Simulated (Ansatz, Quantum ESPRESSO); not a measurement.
## LiIn (Fd-3m): zone-centre phonons

Which modes does LiIn (Fd-3m) have at the zone centre?

Calculated with Quantum ESPRESSO 7.5; DFT LDA, scalar-relativistic, plane waves, JTH PAW pseudopotentials.

The database entry behind the starting cell is an old determination (1933), so it need not match the best structure at ambient conditions.

## (1) Set-up

Symmetry: Fd-3m, No. 227, cubic system. Conventional cell: a = 6.786 Å, b = 6.786 Å, c = 6.786 Å, α = 90.00°, β = 90.00°, γ = 90.00°. Nearest to Li lie 4 In at 2.94 Å and 4 Li at 2.94 Å. Nearest to In lie 4 Li at 2.94 Å and 4 In at 2.94 Å. Farther neighbours are not listed.

As a file:

```cif
data_structure
_symmetry_space_group_name_H-M 'P 1'
_symmetry_Int_Tables_number 1
_cell_length_a 4.7984
_cell_length_b 4.7984
_cell_length_c 4.7984
_cell_angle_alpha 60.000
_cell_angle_beta 60.000
_cell_angle_gamma 60.000
_cell_volume 78.12
loop_
_atom_site_label
_atom_site_type_symbol
_atom_site_fract_x
_atom_site_fract_y
_atom_site_fract_z
_atom_site_occupancy
Li1 Li 0.00000 0.00000 0.00000 1
Li2 Li 0.75000 0.75000 0.75000 1
In3 In 0.50000 0.50000 0.50000 1
In4 In 0.25000 0.25000 0.25000 1
```

## (2) A first look

Before anything dear is run, a loose run with smearing shows whether this is a metal and how far the cell is from rest.

probe.in reads:

```
 &control
    calculation='scf',
    prefix='x',
    outdir='./tmp',
    pseudo_dir='./pseudo',
    tprnfor=.true.,
    tstress=.true.,
    verbosity='high',
 /
 &system
    ibrav=0,
    nat=4,
    ntyp=2,
    ecutwfc=50.0,
    ecutrho=250.0,
    occupations='smearing',
    smearing='gaussian',
    degauss=0.01,
 /
 &electrons
    conv_thr=1.0d-07,
    mixing_beta=0.7,
    electron_maxstep=100,
 /
ATOMIC_SPECIES
 Li      6.9400  Li.upf
 In    114.8180  In.upf
CELL_PARAMETERS angstrom
    -3.393000000    0.000000000    3.393000000
     0.000000000    3.393000000    3.393000000
    -3.393000000    3.393000000    0.000000000
ATOMIC_POSITIONS crystal
 Li     0.000000000   0.000000000   0.000000000
 Li     0.750000000   0.750000000   0.750000000
 In     0.500000000   0.500000000   0.500000000
 In     0.250000000   0.250000000   0.250000000
K_POINTS automatic
 6 6 6 0 0 0
```

Command:

```
$ OMP_NUM_THREADS=1 mpirun -n 8 pw.x -nk 8 -in probe.in > probe.out
```

What it wrote:

```text
[banners, grids, parts of the stress and lines that vanish by symmetry left out]
Program PWSCF v.7.5
     file Li.upf: wavefunction(s)  1S 2S 0S 2P 0P renormalized
     file In.upf: wavefunction(s)  0S 5P 0P 4D 0D renormalized
[...]
kinetic-energy cutoff     =      50.0000  Ry
     charge density cutoff     =     250.0000  Ry
     scf convergence threshold =      1.0E-07
[...]
Exchange-correlation= SLA PW NOGX NOGC
                           (   1   4   0   0   0   0   0)
[...]
48 Sym. Ops., with inversion, found (24 have fractional translation)
[...]
(     0          1          0      )
                  (     0          0          1      )
[...]
(  0.0000000  1.0000000  0.0000000 )
                  ( -0.0000000 -0.0000000  1.0000000 )
[...]
(     1          0         -1      )
[...]
( -1.0000000  0.0000000  0.0000000 )       (  0.3535534 )
                  (  0.0000000  1.0000000 -0.0000000 )       (  0.3535534 )
[...]
number of k points=    16  Gaussian smearing, width (Ry)=  0.0100
[...]
End of self-consistent calculation
[...]
the Fermi energy is     7.9350 ev
!    total energy              =    -830.41016133 Ry
[...]
convergence has been achieved in   6 iterations
[...]
atom    1 type  1   force =     0.00000000   -0.00000000    0.00000000
     atom    2 type  1   force =    -0.00000000   -0.00000000    0.00000000
     atom    3 type  2   force =    -0.00000000   -0.00000000    0.00000000
     atom    4 type  2   force =     0.00000000    0.00000000   -0.00000000
[...]
Total force =     0.000000     Total SCF correction =     0.000000
[...]
total   stress  (Ry/bohr**3)                   (kbar)     P=      -24.85
[...]
XML data file, charge density, pseudopotentials, collected wavefunctions

   JOB DONE.
```

Elapsed: 3.6 s, on 8 MPI ranks of Arm Neoverse V2, shared host; 28 s of CPU time.

This step gave:

```
volume per atom   : 19.53 Å³
pressure          : -2.485 GPa
gap on the k-mesh : 0 eV
```

No gap opens on this mesh, so smearing is kept; the start stands at -2.5 GPa.

## (3) Relaxing the cell and atoms

The harmonic expansion starts where the forces on the atoms vanish, and stress shifts the frequencies, so cell and atoms are relaxed with tight thresholds.

relax.in reads:

```
 &control
    calculation='vc-relax',
    prefix='x',
    outdir='./tmp',
    pseudo_dir='./pseudo',
    tprnfor=.true.,
    tstress=.true.,
    forc_conv_thr=2.0d-05,
    etot_conv_thr=1.0d-07,
    nstep=40,
 /
 &system
    ibrav=0,
    nat=4,
    ntyp=2,
    ecutwfc=50.0,
    ecutrho=250.0,
    occupations='smearing',
    smearing='mv',
    degauss=0.02,
 /
 &electrons
    conv_thr=1.0d-11,
    mixing_beta=0.7,
    electron_maxstep=100,
 /
 &ions
 /
 &cell
    press_conv_thr=0.1,
 /
ATOMIC_SPECIES
 Li      6.9400  Li.upf
 In    114.8180  In.upf
CELL_PARAMETERS angstrom
    -3.393000000    0.000000000    3.393000000
     0.000000000    3.393000000    3.393000000
    -3.393000000    3.393000000    0.000000000
ATOMIC_POSITIONS crystal
 Li     0.000000000   0.000000000   0.000000000
 Li     0.750000000   0.750000000   0.750000000
 In     0.500000000   0.500000000   0.500000000
 In     0.250000000   0.250000000   0.250000000
K_POINTS automatic
 8 8 8 0 0 0
```

Command:

```
$ OMP_NUM_THREADS=1 mpirun -n 8 pw.x -nk 8 -in relax.in > relax.out
```

What it wrote:

```text
[banners, grids, parts of the stress and lines that vanish by symmetry left out]
[banner, memory and clock lines left out]
Program PWSCF v.7.5

[...]
kinetic-energy cutoff     =      50.0000  Ry
     charge density cutoff     =     250.0000  Ry
     scf convergence threshold =      1.0E-11
[...]
energy convergence thresh.=      1.0E-07
     force convergence thresh. =      2.0E-05
     press convergence thresh. =      1.0E-01
     Exchange-correlation= SLA PW NOGX NOGC
                           (   1   4   0   0   0   0   0)
[...]
48 Sym. Ops., with inversion, found (24 have fractional translation)
[...]
number of k points=    29  Marzari-Vanderbilt smearing, width (Ry)=  0.0200
[...]
c_bands:  1 eigenvalues not converged
[...]
End of self-consistent calculation
[...]
the Fermi energy is     7.9662 ev
!    total energy              =    -830.41426257 Ry
[...]
convergence has been achieved in   9 iterations
[...]
atom    1 type  1   force =     0.00000000   -0.00000000    0.00000000
     atom    2 type  1   force =     0.00000000    0.00000000    0.00000000
     atom    3 type  2   force =     0.00000000    0.00000000    0.00000000
     atom    4 type  2   force =    -0.00000000   -0.00000000   -0.00000000
     Total force =     0.000000     Total SCF correction =     0.000000
[...]
total   stress  (Ry/bohr**3)                   (kbar)     P=      -23.46
[...]
number of bfgs steps    =   0
[...]
CELL_PARAMETERS (angstrom)
[...]
ATOMIC_POSITIONS (crystal)
Li              -0.0000000000        0.0000000000       -0.0000000000
Li               0.7500000000        0.7500000000        0.7500000000
In               0.5000000000        0.5000000000        0.5000000000
In               0.2500000000        0.2500000000        0.2500000000
[...]
New effective cutoffs (rho, wfc):  251.67   50.40
[...]
End of self-consistent calculation
[...]
the Fermi energy is     8.1149 ev
!    total energy              =    -830.41518384 Ry
[...]
convergence has been achieved in  13 iterations
[...]
atom    1 type  1   force =    -0.00000000   -0.00000000    0.00000000
     atom    2 type  1   force =    -0.00000000   -0.00000000   -0.00000000
     atom    3 type  2   force =     0.00000000    0.00000000    0.00000000
     atom    4 type  2   force =     0.00000000    0.00000000    0.00000000
     Total force =     0.000000     Total SCF correction =     0.000000
[...]
total   stress  (Ry/bohr**3)                   (kbar)     P=      -19.64
[...]
number of bfgs steps    =   1
[...]
WARNING: bfgs curvature condition failed, Theta= 0.963
[...]
CELL_PARAMETERS (angstrom)
[...]
ATOMIC_POSITIONS (crystal)
[...]
New effective cutoffs (rho, wfc):  254.72   51.01
[...]
End of self-consistent calculation
[...]
the Fermi energy is     8.3425 ev
!    total energy              =    -830.41623505 Ry
[...]
convergence has been achieved in  16 iterations
[...]
atom    1 type  1   force =    -0.00000000   -0.00000000   -0.00000000
     atom    2 type  1   force =    -0.00000000   -0.00000000    0.00000000
     atom    3 type  2   force =     0.00000000    0.00000000   -0.00000000
     atom    4 type  2   force =    -0.00000000   -0.00000000    0.00000000
[...]
total   stress  (Ry/bohr**3)                   (kbar)     P=       -2.73
[...]
number of bfgs steps    =   3
[...]
CELL_PARAMETERS (angstrom)
[...]
ATOMIC_POSITIONS (crystal)
[...]
New effective cutoffs (rho, wfc):  260.60   52.18
[...]
End of self-consistent calculation
[...]
the Fermi energy is     8.7829 ev
!    total energy              =    -830.41703435 Ry
[...]
convergence has been achieved in  16 iterations
[...]
Total force =     0.000000     Total SCF correction =     0.000000
[...]
total   stress  (Ry/bohr**3)                   (kbar)     P=        0.21
[...]
number of bfgs steps    =   4
[...]
CELL_PARAMETERS (angstrom)
[...]
ATOMIC_POSITIONS (crystal)
[...]
New effective cutoffs (rho, wfc):  260.51   52.16
[...]
End of self-consistent calculation
[...]
the Fermi energy is     8.7766 ev
!    total energy              =    -830.41703451 Ry
[...]
convergence has been achieved in  12 iterations
[...]
Total force =     0.000000     Total SCF correction =     0.000000
[...]
total   stress  (Ry/bohr**3)                   (kbar)     P=       -0.00
[...]
number of bfgs steps    =   5
[...]
small trust_radius: resetting bfgs history
[...]
CELL_PARAMETERS (angstrom)
[...]
ATOMIC_POSITIONS (crystal)
[...]
New effective cutoffs (rho, wfc):  260.51   52.17
[...]
End of self-consistent calculation
[...]
the Fermi energy is     8.7766 ev
!    total energy              =    -830.41703451 Ry
[...]
convergence has been achieved in   7 iterations
[...]
atom    1 type  1   force =     0.00000000    0.00000000   -0.00000000
     atom    2 type  1   force =     0.00000000    0.00000000    0.00000000
     atom    3 type  2   force =    -0.00000000   -0.00000000    0.00000000
     atom    4 type  2   force =    -0.00000000    0.00000000   -0.00000000
     Total force =     0.000000     Total SCF correction =     0.000000
[...]
total   stress  (Ry/bohr**3)                   (kbar)     P=       -0.00
[...]
bfgs converged in   7 scf cycles and   6 bfgs steps
[...]
End of BFGS Geometry Optimization
     Final enthalpy           =    -830.4170345127 Ry
     File ./tmp/x.bfgs deleted, as requested
[...]
CELL_PARAMETERS (angstrom)
[...]
ATOMIC_POSITIONS (crystal)
[...]
In               0.5000000000        0.5000000000        0.5000000000
In               0.2500000000        0.2500000000        0.2500000000
[...]
Final scf calculation at the relaxed structure.
[...]
kinetic-energy cutoff     =      50.0000  Ry
     charge density cutoff     =     250.0000  Ry
     scf convergence threshold =      1.0E-13
[...]
press convergence thresh. =      1.0E-01
     Exchange-correlation= SLA PW NOGX NOGC
                           (   1   4   0   0   0   0   0)
[...]
48 Sym. Ops., with inversion, found (24 have fractional translation)
[...]
number of k points=    29  Marzari-Vanderbilt smearing, width (Ry)=  0.0200
[...]
End of self-consistent calculation
[...]
the Fermi energy is     8.7767 ev
!    total energy              =    -830.41601536 Ry
[...]
convergence has been achieved in  11 iterations
[...]
atom    1 type  1   force =     0.00000000   -0.00000000    0.00000000
     atom    2 type  1   force =     0.00000000    0.00000000   -0.00000000
     atom    3 type  2   force =    -0.00000000    0.00000000   -0.00000000
     atom    4 type  2   force =     0.00000000    0.00000000   -0.00000000
     Total force =     0.000000     Total SCF correction =     0.000000
[...]
total   stress  (Ry/bohr**3)                   (kbar)     P=        1.62
[...]
XML data file, charge density, pseudopotentials, collected wavefunctions
```

It took 53 s on 8 MPI ranks.

The steps of the relaxation:

```csv
step,energy less that of the first step (eV),largest force (eV/Å),pressure (GPa),volume (Å³)
1,0.0000,0.0000,-2.35,78.12
2,-0.0125,0.0000,-1.96,77.19
3,-0.0268,0.0000,-1.34,75.81
4,-0.0373,0.0000,-0.27,73.77
5,-0.0377,0.0000,0.02,73.26
6,-0.0377,0.0000,0.00,73.30
7,-0.0377,0.0000,0.00,73.30
8,-0.0238,0.0000,0.16,73.30
```

```csv
"conventional cell, symmetrised",before,after,change
a (Å),6.786,6.643,-2.1 %
b (Å),6.786,6.643,-2.1 %
c (Å),6.786,6.643,-2.1 %
volume (Å³/atom),19.53,18.32,-6.2 %
```

The last row of the table of steps is pw.x's closing run on a basis chosen anew for the final cell, so its energy can jump.

Numbers from this step:

* volume per atom: 18.32 Å³
* pressure: 0.162 GPa

The volume changes by -6.2 % from the cell with which this run began.

## (4) Self-consistent run for the response

The response is built on this ground state, so it is converged far tighter than an energy would need. Smearing stays on, as the first look found no gap above 0.3 eV.

scf.in reads:

```
 &control
    calculation='scf',
    prefix='x',
    outdir='./tmp',
    pseudo_dir='./pseudo',
    tprnfor=.true.,
    tstress=.true.,
 /
 &system
    ibrav=0,
    nat=4,
    ntyp=2,
    ecutwfc=50.0,
    ecutrho=250.0,
    occupations='smearing',
    smearing='mv',
    degauss=0.02,
 /
 &electrons
    conv_thr=1.0d-12,
    mixing_beta=0.7,
    electron_maxstep=100,
 /
ATOMIC_SPECIES
 Li      6.9400  Li.upf
 In    114.8180  In.upf
CELL_PARAMETERS angstrom
    -3.321650212    0.000000000    3.321650212
     0.000000000    3.321650212    3.321650212
    -3.321650212    3.321650212    0.000000000
ATOMIC_POSITIONS crystal
 Li     0.000000000   0.000000000   0.000000000
 Li     0.750000000   0.750000000   0.750000000
 In     0.500000000   0.500000000   0.500000000
 In     0.250000000   0.250000000   0.250000000
K_POINTS automatic
 8 8 8 0 0 0
```

Command:

```
$ OMP_NUM_THREADS=1 mpirun -n 8 pw.x -nk 8 -in scf.in > scf.out
```

What it wrote:

```text
[banners, grids, parts of the stress and lines that vanish by symmetry left out]
[banner, memory and clock lines left out]
Program PWSCF v.7.5

[...]
kinetic-energy cutoff     =      50.0000  Ry
     charge density cutoff     =     250.0000  Ry
     scf convergence threshold =      1.0E-12
[...]
Exchange-correlation= SLA PW NOGX NOGC
                           (   1   4   0   0   0   0   0)
[...]
48 Sym. Ops., with inversion, found (24 have fractional translation)
[...]
number of k points=    29  Marzari-Vanderbilt smearing, width (Ry)=  0.0200
[...]
c_bands:  1 eigenvalues not converged
[...]
End of self-consistent calculation
[...]
the Fermi energy is     8.7767 ev
!    total energy              =    -830.41601536 Ry
[...]
convergence has been achieved in  10 iterations
[...]
atom    1 type  1   force =    -0.00000000    0.00000000   -0.00000000
     atom    2 type  1   force =     0.00000000   -0.00000000    0.00000000
     atom    3 type  2   force =    -0.00000000    0.00000000   -0.00000000
     atom    4 type  2   force =     0.00000000   -0.00000000    0.00000000
     Total force =     0.000000     Total SCF correction =     0.000000
[...]
total   stress  (Ry/bohr**3)                   (kbar)     P=        1.62
[...]
XML data file, charge density, pseudopotentials, collected wavefunctions
```

Run time: 5.8 s. Hardware: 8 MPI ranks.

The cell stands at 0.16 GPa, close enough for phonons.

(Continued in part 2 of 3.)

[Host names and launcher messages were left out of these logs when they were recorded.]

[Logs are printed without paths, hosts, clocks, repeated set-up lines and the standing remarks that a program may print on its own settings, such as how far it seeks lower states.]

[Hosts, paths, dates, database ids (printed as entryN), source tags and the programs' standing remarks are cut or masked in the printed files.]
